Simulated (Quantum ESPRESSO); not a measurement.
Records of electronic-structure calculations.

```
! title: FeO (Wuestite): where do free moments turn?
! method: LDA; plane waves with GBRV 1.5 LDA potentials, no spin-orbit coupling (and 1 further level or step)
! program: Quantum ESPRESSO 7.5
! settings of one run: GBRV 1.5 LDA, potential files Fe: fe_lda_v1.5.uspp.F.UPF, O: o_lda_v1.2.uspp.F.UPF, cutoff 462.59 eV, 5×5×5 k-mesh, 88 bands, fermi-dirac occupations, smearing width 0.1 eV, SCF threshold 1.20e-8, starting moments 4 4 4 0 0 0 μB
! cost: 4 runs, 15 min in all on 4 MPI ranks of Arm Neoverse V2, shared host (the runs of this entry)
! notes: The database entry behind the starting cell differs from later determinations by our own check (inexact against later determinations). Without spin–orbit coupling only the angles between moments matter. Without spin–orbit coupling the two chiralities are mirror images and must agree. The cell holds only so many moments, so longer spirals cannot form in it. No Hubbard term acts here. In such compounds local and semilocal functionals without one often delocalise the d electrons, and can shrink or lose moments and miss the size, sign and order of the couplings. The smearing term is large for its width, so states at the Fermi level are partly filled: at this level the cell is a metal or has a gap of a few widths at most.
! lowest start: collinear parallel and random 1
! its final state: ferromagnetic
! its moments: 3.43 μB
! its net moment: 12.0 μB a cell
CELL_PARAMETERS angstrom
2.15540 4.31080 6.46620
2.15540 -2.15540 0.00000
2.15540 2.15540 0.00000
ATOMIC_POSITIONS crystal
Fe 0.00000 0.00000 0.00000
Fe 0.33333 0.66667 0.00000
Fe 0.66667 0.33333 0.00000
O 0.33333 0.16667 0.50000
O 0.66667 0.83333 0.50000
O 0.00000 0.50000 0.50000
```

[Logs and program files are shortened in this print: banners, set-up blocks, solver, clock and traceback lines can be left out without a mark of their own.]

[Logs are printed without paths, hosts, clocks, repeated set-up lines and the standing remarks that a program may print on its own settings, such as how far it seeks lower states.]

[Hosts, paths, dates, database ids (printed as entryN), source tags and the programs' standing remarks are cut or masked in the printed files.]

[Where a cell is said to come from a database of computed structures, the database is the Materials Project.]
